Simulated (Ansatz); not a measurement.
# Au(111) film, 5 layers, flat: channels in plane against thickness

Wanted: in-plane conductance by layer count, from Au(111) film, 5 layers, flat.

Main program and level: Ansatz 0.2.0; Ansatz plane-wave DFT, PBE, PAW files; ballistic transport by layer matching (Landauer), zero bias; PAW set soft_1.

This is a report of a sequence of runs, with most program output left out.

## (1) The starting structure

The cell holds 10 atoms: 10 Au. Its edges and angles: a = 20.418 Å, b = 2.884 Å, c = 4.995 Å, α = 90.0°, β = 90.0°, γ = 90.0°. It derives from Au. Vacuum lies along a. The structure's axis is c.

## (2) With 5 layers

Vacuum lies along the first vector, which takes one k-point, and the current runs in the film's plane. One period is a perfect wire, so its channels are the result. Energies from -0.27 to 0.27 eV in steps of 0.036 eV cover the slope of the Fermi function at 300 K, so the program can form a conductance.

Contents of input.yaml:

```yaml
crystal:
  lattice:
    - [20.4183149413, 0.0, 0.0]
    - [0.0, 2.8837582304, 0.0]
    - [0.0, 0.0, 4.9948157718]
  atoms:
    - { symbol: Au, position: [0.2203903707, 0.0, 0.0] }
    - { symbol: Au, position: [0.2203903707, 0.5, 0.5] }
    - { symbol: Au, position: [0.3357073664, 0.0, 0.3333333333] }
    - { symbol: Au, position: [0.3357073664, 0.5, 0.8333333333] }
    - { symbol: Au, position: [0.4510243621, 0.0, 0.6666666667] }
    - { symbol: Au, position: [0.4510243621, 0.5, 0.1666666667] }
    - { symbol: Au, position: [0.5663413577, 0.0, 0.0] }
    - { symbol: Au, position: [0.5663413577, 0.5, 0.5] }
    - { symbol: Au, position: [0.6816583534, 0.0, 0.3333333333] }
    - { symbol: Au, position: [0.6816583534, 0.5, 0.8333333333] }
kpoints:
  mp_grid: { grid: [1, 14, 9] }
hamiltonian:
  xc: pbe
  pseudopotentials: { kind: paw, azcp: { folder: soft_1 } }
scf:
  occupations: { method: fermi_dirac, width: 0.1 }
output:
  transmission:
    leads: [[0, 0]]
    kmesh: [1, 32]
    e_range: [-0.27, 0.27]
    de: 0.036
```

Run with:

```bash
ansatz run input.yaml --threads 4 --pin off --max-ram 8192MiB --backend cpu --events-out ev --progress --plain --runs-dir out
```

Elapsed: 9.7 min, on 4 threads of Intel Xeon Platinum 8559C (Emerald Rapids), shared host; peak memory 3.3 GiB; 35 min of CPU time.

Numbers from this step:

| Quantity | Value |
| --- | --- |
| free energy | -131510.7439 eV |
| energy at zero smearing | -131510.6923 eV |
| Fermi energy | 9.707 eV |
| cell area | 58.88 Å² |
| estimated errors of the lead's conductance | 0, 5.5, 0.2 % (band edges, k-mesh, distance from neutral) |
| lead conductance per cell | 3.792 G₀ |

Per spin. Table of open channels, zone mean, lead by energy, zero at the Fermi level:

```
energy (eV)  open channels, zone mean, lead
     -0.270                            3.72
     -0.234                            3.88
     -0.198                            3.88
     -0.162                            3.88
     -0.126                            3.81
     -0.090                            3.75
     -0.054                            3.75
     -0.018                            3.75
      0.018                            3.84
      0.054                            3.84
      0.090                            3.91
      0.126                            3.91
      0.162                            3.84
      0.198                            3.84
      0.234                            3.84
      0.270                            3.91
```

The program's largest error estimate for it is 5.5 %, from the k-mesh.

## (3) With 6 layers, thickness 14.127 A

The film grows to 6 layers.

System of this step: Au(111) film, 6 layers, flat. The cell holds 12 atoms: 12 Au. Its edges and angles: a = 22.773 Å, b = 2.884 Å, c = 4.995 Å, α = 90.0°, β = 90.0°, γ = 90.0°. It derives from Au. Vacuum lies along a. The structure's axis is c.

input.yaml, the sections that differ from step 2:

```yaml
crystal:
  lattice:
    - [22.7728936766, 0.0, 0.0]
    - [0.0, 2.8837582304, 0.0]
    - [0.0, 0.0, 4.9948157718]
  atoms:
    - { symbol: Au, position: [0.1976033465, 0.0, 0.0] }
    - { symbol: Au, position: [0.1976033465, 0.5, 0.5] }
    - { symbol: Au, position: [0.300997266, 0.0, 0.3333333333] }
    - { symbol: Au, position: [0.300997266, 0.5, 0.8333333333] }
    - { symbol: Au, position: [0.4043911855, 0.0, 0.6666666667] }
    - { symbol: Au, position: [0.4043911855, 0.5, 0.1666666667] }
    - { symbol: Au, position: [0.507785105, 0.0, 0.0] }
    - { symbol: Au, position: [0.507785105, 0.5, 0.5] }
    - { symbol: Au, position: [0.6111790245, 0.0, 0.3333333333] }
    - { symbol: Au, position: [0.6111790245, 0.5, 0.8333333333] }
    - { symbol: Au, position: [0.7145729439, 0.0, 0.6666666667] }
    - { symbol: Au, position: [0.7145729439, 0.5, 0.1666666667] }
# kpoints, hamiltonian, scf, output: as in step 2
```

It took 13 min on 4 threads; peak memory 4.1 GiB; 47 min of CPU time.

Numbers from this step:

| Property | Result |
| --- | --- |
| free energy | -157813.1189 eV |
| energy at zero smearing | -157813.0578 eV |
| Fermi energy | 10.87 eV |
| cell area | 65.67 Å² |
| estimated errors of the lead's conductance | 0, 11.3, 0.1 % (band edges, k-mesh, distance from neutral) |
| lead conductance per cell | 4.635 G₀ |

Per spin. Open channels, zone mean, lead against energy, zero at the Fermi level:

```
energy (eV)  open channels, zone mean, lead
     -0.270                            4.34
     -0.234                            4.41
     -0.198                            4.47
     -0.162                            4.47
     -0.126                            4.41
     -0.090                            4.56
     -0.054                            4.62
     -0.018                            4.69
      0.018                            4.62
      0.054                            4.62
      0.090                            4.75
      0.126                            4.69
      0.162                            4.69
      0.198                            4.75
      0.234                            4.81
      0.270                            4.81
```

The lead conductance per cell is 4.63 G₀, 22 % over the 3.79 G₀ of the last finished run.

## (4) With 7 layers, thickness 16.482 A

The film grows to 7 layers.

System of this step: Au(111) film, 7 layers, flat. The cell holds 14 atoms: 14 Au. Cell: a = 25.127 Å, b = 2.884 Å, c = 4.995 Å, α = 90.0°, β = 90.0°, γ = 90.0°. It derives from Au. Vacuum lies along a. The structure's axis is c.

input.yaml, the sections that differ from step 3:

```yaml
crystal:
  lattice:
    - [25.1274724119, 0.0, 0.0]
    - [0.0, 2.8837582304, 0.0]
    - [0.0, 0.0, 4.9948157718]
  atoms:
    - { symbol: Au, position: [0.1790868547, 0.0, 0.0] }
    - { symbol: Au, position: [0.1790868547, 0.5, 0.5] }
    - { symbol: Au, position: [0.2727922102, 0.0, 0.3333333333] }
    - { symbol: Au, position: [0.2727922102, 0.5, 0.8333333333] }
    - { symbol: Au, position: [0.3664975657, 0.0, 0.6666666667] }
    - { symbol: Au, position: [0.3664975657, 0.5, 0.1666666667] }
    - { symbol: Au, position: [0.4602029212, 0.0, 0.0] }
    - { symbol: Au, position: [0.4602029212, 0.5, 0.5] }
    - { symbol: Au, position: [0.5539082767, 0.0, 0.3333333333] }
    - { symbol: Au, position: [0.5539082767, 0.5, 0.8333333333] }
    - { symbol: Au, position: [0.6476136322, 0.0, 0.6666666667] }
    - { symbol: Au, position: [0.6476136322, 0.5, 0.1666666667] }
    - { symbol: Au, position: [0.7413189877, 0.0, 0.0] }
    - { symbol: Au, position: [0.7413189877, 0.5, 0.5] }
# kpoints, hamiltonian, scf, output: as in step 3
```

It took 19 min on 4 threads; peak memory 5 GiB.

Numbers from this step:

```
free energy                                : -184115.4968 eV
energy at zero smearing                    : -184115.4278 eV
Fermi energy                               : 11.77 eV
cell area                                  : 72.46 Å²
estimated errors of the lead's conductance : 0, 5.2, 0 % (band edges, k-mesh, distance from neutral)
lead conductance per cell                  : 5.323 G₀
```

Per spin. The open channels, zone mean, lead by energy, zero at the Fermi level:

```
energy (eV)  open channels, zone mean, lead
     -0.270                            5.25
     -0.234                            5.25
     -0.198                            5.19
     -0.162                            5.19
     -0.126                            5.22
     -0.090                            5.28
     -0.054                            5.28
     -0.018                            5.28
      0.018                            5.34
      0.054                            5.34
      0.090                            5.34
      0.126                            5.41
      0.162                            5.47
      0.198                            5.53
      0.234                            5.53
      0.270                            5.53
```

The lead conductance per cell is 5.32 G₀, 15 % over the 4.63 G₀ of the last finished run, no more than the error estimates, leads' steps apart, of 11 and 5.2 % together.

## (5) Cost and result by level

Times are for 4 threads of Intel Xeon Platinum 8559C (Emerald Rapids), shared host. The runs compared:

```
no.  layers  lead conductance per cell (G₀)     time  memory (GiB)
  1       5                           3.792  9.7 min           3.3
  2       6                           4.635   13 min           4.1
  3       7                           5.323   19 min           5.0
```

The runs together. Table of open channels, zone mean by energy, zero at the Fermi level:

```
energy (eV)     5     6     7
     -0.270  3.72  4.34  5.25
     -0.234  3.88  4.41  5.25
     -0.198  3.88  4.47  5.19
     -0.162  3.88  4.47  5.19
     -0.126  3.81  4.41  5.22
     -0.090  3.75  4.56  5.28
     -0.054  3.75  4.62  5.28
     -0.018  3.75  4.69  5.28
      0.018  3.84  4.62  5.34
      0.054  3.84  4.62  5.34
      0.090  3.91  4.75  5.34
      0.126  3.91  4.69  5.41
      0.162  3.84  4.69  5.47
      0.198  3.84  4.75  5.53
      0.234  3.84  4.81  5.53
      0.270  3.91  4.81  5.53
```

## (6) Summary of results

* conductance per cell, 5 layers: 3.79 G₀
* conductance per cell, 6 layers: 4.63 G₀
* conductance per cell, 7 layers: 5.32 G₀

What this shows: The conductance per cell width goes from 3.79 G0 at 5 to 5.32 G0 at 7 layers. Over the film's own cross-section (layers × spacing × width) the conductance runs from 0.87 to 0.87×10¹⁵ S/m²; that nominal section leaves out the charge that spills into the vacuum, which flatters the thinnest films. The gains from one thickness to the next are 0.84 and 0.69 G0 per added layer; their spread isn't beyond the error estimates. The film repeats perfectly along the current, so nothing scatters; its faces are clean and not relaxed. Spin-orbit coupling is left out, which matters for Au. The program's error estimates for the conductances, leads' steps apart, run from 5.2 to 11 %.

[Logs are printed without paths, hosts, clocks, repeated set-up lines and the standing remarks that a program may print on its own settings, such as how far it seeks lower states.]

[Hosts, paths, dates, database ids (printed as entryN), source tags and the programs' standing remarks are cut or masked in the printed files.]
